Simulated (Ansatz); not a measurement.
# GePd (Pnma): phonon-mediated transition temperature, part 2 of 2

Aim: the phonon-mediated transition temperature of GePd (Pnma) at ambient pressure, over a range of μ*. The cell shown first is a relaxed one, from steps not shown here.

Ansatz 0.2.0; DFT LDA, scalar-relativistic, plane waves, PAW; PAW set soft_1.

So far, log mean phonon energy ħω_log (meV): step 2 (electron–phonon run: q 2×2×1, k 4×6×4, scattering 8×12×8) 14.3.

## Step 3: Electron–phonon run: scattering mesh 12×16×8

The next rung changes the scattering mesh, which samples the Fermi surface.

The input, input.yaml:

```yaml
crystal:
  lattice:
    - [5.6892133199, 0.0, 0.0]
    - [0.0, 3.5298161034, 0.0]
    - [0.0, 0.0, 6.1509037958]
  atoms:
    - { symbol: Ge, position: [0.8145565329, 0.75, 0.580282029] }
    - { symbol: Ge, position: [0.1854434671, 0.25, 0.419717971] }
    - { symbol: Ge, position: [0.6854434671, 0.25, 0.080282029] }
    - { symbol: Ge, position: [0.3145565329, 0.75, 0.919717971] }
    - { symbol: Pd, position: [0.9947694176, 0.75, 0.189443316] }
    - { symbol: Pd, position: [0.0052305824, 0.25, 0.810556684] }
    - { symbol: Pd, position: [0.5052305824, 0.25, 0.689443316] }
    - { symbol: Pd, position: [0.4947694176, 0.75, 0.310556684] }
kpoints:
  mp_grid: { grid: [4, 6, 4] }
hamiltonian:
  xc: lda
  pseudopotentials: { kind: paw, azcp: { folder: soft_1 }, xc_functional: pbe }
scf:
  occupations: { method: methfessel_paxton, width: 0.2 }
output:
  eigenvalues: true
phonons:
  method: dfpt
  qmesh: [2, 2, 1]
  temperatures: { t_max: 1000, t_step: 50 }
  qpath:
    path:
      - [[0.0, 0.0, 0.0], [0.5, 0.0, 0.0], [0.5, 0.5, 0.0], [0.0, 0.5, 0.0], [0.0, 0.0, 0.0], [0.0, 0.0, 0.5], [0.5, 0.0, 0.5], [0.5, 0.5, 0.5], [0.0, 0.5, 0.5], [0.0, 0.0, 0.5]]
      - [[0.5, 0.0, 0.0], [0.5, 0.0, 0.5]]
      - [[0.0, 0.5, 0.0], [0.0, 0.5, 0.5]]
      - [[0.5, 0.5, 0.0], [0.5, 0.5, 0.5]]
    npoints: 10
  electrical_resistivity:
    mesh: [12, 16, 8]
    temperatures: [20.0, 50.0, 80.0, 100.0, 150.0, 200.0, 273.0, 300.0, 400.0, 500.0, 600.0, 800.0]
  superconductivity: { mesh: [12, 16, 8] }
```

The run is started by

```
$ ansatz run input.yaml --threads 4 --pin off --max-ram 20480MiB --backend cpu --events-out ev --progress --plain --runs-dir out
```

Numbers of over 12 decimals in the logs are rounded to 6 here.

The program printed:

```text
[...]
Crystal: 8 atoms, lattice volume = 123.522 Å³
Basis set: ecut = 420 eV, 2417 PW (Γ), exchange–correlation on 80×48×96 points (8 copies of the dense FFT grid, shifted against one another)
Bands: 77, of which v1, the nominal top of the filled ones, is band 64 counted from 1 (63 counted from 0)
Symmetry: 8 space group operations
k-points: 36 of 96
[...]
SCF iter   1: F=—  HF=-44260.690341 eV  |F-HF|=—  |Δ(HF+E_count)|=         —  Δρ=2.15e-1  dr2=8.07e1  ethr=3.10e-3  ⟨swp⟩=5.1  Hψ=10062  notcnv=0
[...]
SCF iter  13: F=-44245.618786 eV  HF=-44245.618786 eV  |F-HF|=7.28e-12  |Δ(HF+E_count)|=  1.46e-11  S|Δr|=    0.00e0  Δρ=3.91e-8  dr2=2.26e-12  ethr=1.00e-12  ⟨swp⟩=11.5  Hψ=13516  notcnv=0
SCF 1 converged in 13 iterations: F = -44245.618786 eV  dr2 = 2.26e-12
[...]
NSCF: frozen V_eff on 36 k-points
[...]
SCF iter   1: F=—  HF=-44260.690341 eV  |F-HF|=—  |Δ(HF+E_count)|=         —  Δρ=2.15e-1  dr2=8.07e1  ethr=3.10e-3  ⟨swp⟩=5.1  Hψ=10062  notcnv=0
[...]
SCF iter  13: F=-44245.618786 eV  HF=-44245.618786 eV  |F-HF|=2.18e-11  |Δ(HF+E_count)|=  1.46e-11  S|Δr|=    0.00e0  Δρ=3.92e-8  dr2=2.32e-12  ethr=1.00e-12  ⟨swp⟩=2.1  Hψ=5225  notcnv=0
SCF 2 converged in 13 iterations: F = -44245.618786 eV  dr2 = 2.32e-12
[...]
SCF converged after 13 iterations
[...]
Free energy (F): -44245.618786 eV
[...]
Internal energy: -44245.626682 eV  (E = F + TS)
E sigma→0 (E₀):  -44245.620760 eV
Entropy (-TS):   0.007896 eV (0.987 meV/atom)
Fermi energy:    16.654837 eV
[...]
--- Band table (eV; the first three rows and the last of 36) ---
  k-point 0: bands = [... 60 lower, 14.3528, 15.0603, 15.3125, 16.0510, 17.1033, 17.5548, 20.3630, 20.4248, ... 9 higher]
  k-point 1: bands = [... 60 lower, 14.6094, 14.7659, 15.3927, 16.7436, 17.5917, 17.6829, 19.4180, 19.9502, ... 9 higher]
  k-point 2: bands = [... 60 lower, 14.7518, 14.7518, 16.2696, 16.2696, 18.0798, 18.0798, 18.8542, 18.8542, ... 9 higher]
  k-point 35: bands = [... 60 lower, 14.2327, 14.2327, 14.2327, 14.2327, 19.0818, 19.0818, 19.0818, 19.0818, ... 9 higher]
[...]
ASR residual: 1.394e-5 → 0.000e0 eV/Å²; symmetrization residual: 9.002e-7 eV/Å²
[...]
--- Phonons (arbitrary-q DFPT): 4 irreducible q on the 2×2×1 mesh ---
[...]
interpolated dispersion: 124 rows × 24 modes
[...]
--- Electrical resistivity: potentials and phonons of a 2×2×1 supercell ---
[...]
at the Fermi level of each mesh (of a tensor a third of its trace):
[...]
12×16×8                     0.9963              5.0379    0.2705    0.2990          14.273
          6×8×4                     1.0499              4.9554    0.2885    0.3145          14.316
  resistivity on the deck's mesh, µΩ·cm:
[...]
20.00     2.4049e-2              no     1.9038e-2     2.4362e-2     2.8747e-2       5.2281e-2         2.6305e-2
     50.00     8.4154e-1              no     7.3230e-1     8.2765e-1     9.6466e-1        1.0672e0         7.9388e-1
     80.00      2.4075e0              no      2.1899e0      2.2547e0      2.7779e0        2.6496e0          2.2390e0
    100.00      3.5184e0              no      3.2436e0      3.2397e0      4.0720e0        3.7467e0          3.2763e0
    150.00      6.2145e0              no      5.8057e0      5.6195e0      7.2183e0        6.4347e0          5.8116e0
    200.00      8.7886e0              no      8.2435e0      7.8974e0      1.0225e1        9.0360e0          8.2373e0
    273.00      1.2432e1              no      1.1684e1      1.1132e1      1.4481e1        1.2747e1          1.1670e1
    300.00      1.3762e1              no      1.2939e1      1.2315e1      1.6033e1        1.4105e1          1.2922e1
    400.00      1.8649e1              no      1.7558e1      1.6673e1      2.1716e1        1.9106e1          1.7523e1
    500.00      2.3512e1              no      2.2180e1      2.1029e1      2.7329e1        2.4094e1          2.2101e1
    600.00      2.8377e1              no      2.6835e1      2.5407e1      3.2889e1        2.9092e1          2.6678e1
    800.00      3.8152e1              no      3.6307e1      3.4262e1      4.3888e1        3.9164e1          3.5874e1
[...]
vibrations of 4 cells: unjudged by the run; compare a larger repeat
[...]
--- Superconductivity: potentials and phonons of a 2×2×1 supercell ---
           mesh         λ    ħω_log (meV)  μ* declared at (meV)
        12×16×8    0.2705          14.273               16.469
          6×8×4    0.2885          14.316               16.507
  λ by the species' shares of the modes' patterns: Ge 0.1085, Pd 0.1620
[...]
0.08      0.079         0.080    none_found    none_found    none_found    none_found     none_found
      0.10      0.026         0.026    none_found    none_found    none_found    none_found     none_found
      0.12      0.005         0.006    none_found    none_found    none_found    none_found     none_found
      0.13      0.002         0.002    none_found    none_found    none_found    none_found     none_found
      0.14      0.001         0.001    none_found    none_found    none_found    none_found     none_found
      0.16      0.000         0.000    none_found    none_found    none_found    none_found     none_found
      0.20      0.000         0.000    none_found    none_found    none_found    none_found     none_found
  none_found: no transition down to 0.1 K
[...]
vibrations of 4 cells: unjudged by the run; compare a larger repeat
[...]
```

The job ended after 16 min (4 threads of Arm Neoverse V2, shared host; peak memory 3.8 GiB).

Numbers from this step:

| Quantity | Value |
| --- | --- |
| resistivity at 300 K | 13.76 μΩ cm, mean of the axes |
| coupling constant λ | 0.2705 |
| density of states at the Fermi level | 0.9963 states/eV a spin and cell |
| transport coupling constant λ_tr | 0.3084, 0.3189, 0.2696 (xx, yy, zz) |
| Drude plasma energy | 5.213, 5.441, 4.401 eV (xx, yy, zz) |
| resistivity times mean free path | 13.73, 13.78, 20.42 × 10⁻¹⁶ Ω m² (xx, yy, zz) |
| second-moment phonon energy ħω₂ | 16.47 meV |

An empty cell: under 1 mK by a formula, or no transition down to the floor of the Eliashberg search. Transition temperatures:

| μ* | McMillan Tc (K) | Allen–Dynes Tc (K) |
| --- | --- | --- |
| 0.08 | 0.0794 | 0.0801 |
| 0.1 | 0.0255 | 0.0258 |
| 0.12 | 0.00548 | 0.00552 |
| 0.13 | 0.00202 | 0.00204 |
| 0.14 | - | - |
| 0.16 | - | - |
| 0.2 | - | - |

The Eliashberg function α²F has structure finer than the step of the table below, so its rows give means over 1 meV, whole bins alone (the curve runs from 0.121 to 30.8 meV). Peaks (meV: height): α²F 9.3: 0.145, 10.8: 0.170, 13.2: 0.181, 14.9: 0.176, 16.1: 0.148, 17.3: 0.148, 27.0: 0.108; α²F tr 9.3: 0.196, 10.8: 0.223, 13.2: 0.195, 14.6: 0.194, 16.1: 0.158, 17.3: 0.162, 27.0: 0.111.

The Eliashberg function α²F by phonon energy; means over each step:

| phonon energy (meV) | α²F | α²F tr |
| --- | --- | --- |
| 1 | 8.5e-6 | 0 |
| 2 | 2.3e-4 | 6.7e-5 |
| 3 | 8.8e-4 | 4.0e-4 |
| 4 | 0.00184 | 0.00109 |
| 5 | 0.00344 | 0.00264 |
| 6 | 0.00621 | 0.00558 |
| 7 | 0.0119 | 0.0121 |
| 8 | 0.0248 | 0.0271 |
| 9 | 0.104 | 0.137 |
| 10 | 0.121 | 0.154 |
| 11 | 0.125 | 0.155 |
| 12 | 0.0933 | 0.105 |
| 13 | 0.159 | 0.175 |
| 14 | 0.123 | 0.140 |
| 15 | 0.146 | 0.160 |
| 16 | 0.128 | 0.136 |
| 17 | 0.119 | 0.130 |
| 18 | 0.104 | 0.114 |
| 19 | 0.0718 | 0.0749 |
| 20 | 0.0748 | 0.0742 |
| 21 | 0.0899 | 0.0853 |
| 22 | 0.0768 | 0.0694 |
| 23 | 0.0414 | 0.0410 |
| 24 | 0.0459 | 0.0442 |
| 25 | 0.0605 | 0.0561 |
| 26 | 0.0544 | 0.0516 |
| 27 | 0.0712 | 0.0689 |
| 28 | 0.0573 | 0.0531 |
| 29 | 0.0891 | 0.0860 |
| 30 | 0.0706 | 0.0677 |

The Eliashberg function α²F has structure finer than the step of the table below, so its rows give means over 1 meV, whole bins alone (the curve runs from 0.121 to 30.8 meV). Peaks (meV: height): α²F 9.3: 0.145, 10.8: 0.170, 13.2: 0.181, 14.9: 0.176, 16.1: 0.148, 17.3: 0.148, 27.0: 0.108; Ge 13.2: 0.0574, 14.4: 0.0602, 17.3: 0.0576, 19.7: 0.0583, 21.2: 0.0626, 27.0: 0.0802, 29.9: 0.0761; Pd 9.3: 0.101, 10.8: 0.122, 13.2: 0.123, 14.9: 0.121, 16.1: 0.0951, 17.3: 0.0902, 21.2: 0.0455.

The Eliashberg function α²F by phonon energy; means over each step:

| phonon energy (meV) | α²F | Ge | Pd |
| --- | --- | --- | --- |
| 1 | 8.5e-6 | 0 | 0 |
| 2 | 2.3e-4 | 8.9e-5 | 1.2e-4 |
| 3 | 8.8e-4 | 3.3e-4 | 5.0e-4 |
| 4 | 0.00184 | 7.2e-4 | 0.00112 |
| 5 | 0.00344 | 0.00135 | 0.00209 |
| 6 | 0.00621 | 0.00234 | 0.00388 |
| 7 | 0.0119 | 0.00428 | 0.00761 |
| 8 | 0.0248 | 0.00835 | 0.0164 |
| 9 | 0.104 | 0.0322 | 0.0717 |
| 10 | 0.121 | 0.0364 | 0.0845 |
| 11 | 0.125 | 0.0361 | 0.0884 |
| 12 | 0.0933 | 0.0284 | 0.0648 |
| 13 | 0.159 | 0.0501 | 0.108 |
| 14 | 0.123 | 0.0425 | 0.0801 |
| 15 | 0.146 | 0.0447 | 0.101 |
| 16 | 0.128 | 0.0436 | 0.0848 |
| 17 | 0.119 | 0.0445 | 0.0740 |
| 18 | 0.104 | 0.0374 | 0.0668 |
| 19 | 0.0718 | 0.0319 | 0.0398 |
| 20 | 0.0748 | 0.0458 | 0.0290 |
| 21 | 0.0899 | 0.0538 | 0.0361 |
| 22 | 0.0768 | 0.0489 | 0.0279 |
| 23 | 0.0414 | 0.0251 | 0.0163 |
| 24 | 0.0459 | 0.0280 | 0.0178 |
| 25 | 0.0605 | 0.0396 | 0.0210 |
| 26 | 0.0544 | 0.0385 | 0.0159 |
| 27 | 0.0712 | 0.0529 | 0.0183 |
| 28 | 0.0573 | 0.0406 | 0.0168 |
| 29 | 0.0891 | 0.0620 | 0.0271 |
| 30 | 0.0706 | 0.0513 | 0.0193 |

## Step 4: What came out

* meshes: q 2×2×1, k 4×6×4, scattering 12×16×8
* coupling constant λ: 0.271
* log mean phonon energy ħω_log: 14.3 meV
* Allen–Dynes Tc at μ* = 0.1: 0.0258 K
* Allen–Dynes Tc at μ* = 0.13: 0.00204 K

What this shows: In the last run (LDA, q 2×2×1, k 4×6×4, scattering 12×16×8), with λ = 0.27 and ħω_log = 14.3 meV, Tc at μ* = 0.13 is 0.0020 K by McMillan's formula and 0.0020 K by Allen and Dynes's. In that run Allen and Dynes's formula gives no transition above 0.05 K at μ* = 0.10 or more. By the run's own test λ is not converged in the fine mesh: it moves by 7 % between the two finest, and by up to 10 % in the other runs. The run's transport test calls it not converged in the mesh; ρ(300 K) moves by 18 % in the component that moves most. These meshes are coarse. Over the runs, λ takes the values 0.276 and 0.271, in the order shown. The q mesh has one point along an axis, so branches along it are rough.  μ* is a typed number, phonons are harmonic, and spin fluctuations are left out; at μ* = 0.13 McMillan's formula turns 1 % in λ into about 21 % in Tc.

[Logs are printed without paths, hosts, clocks, repeated set-up lines and the standing remarks that a program may print on its own settings, such as how far it seeks lower states.]

[Hosts, paths, dates, database ids (printed as entryN), source tags and the programs' standing remarks are cut or masked in the printed files.]
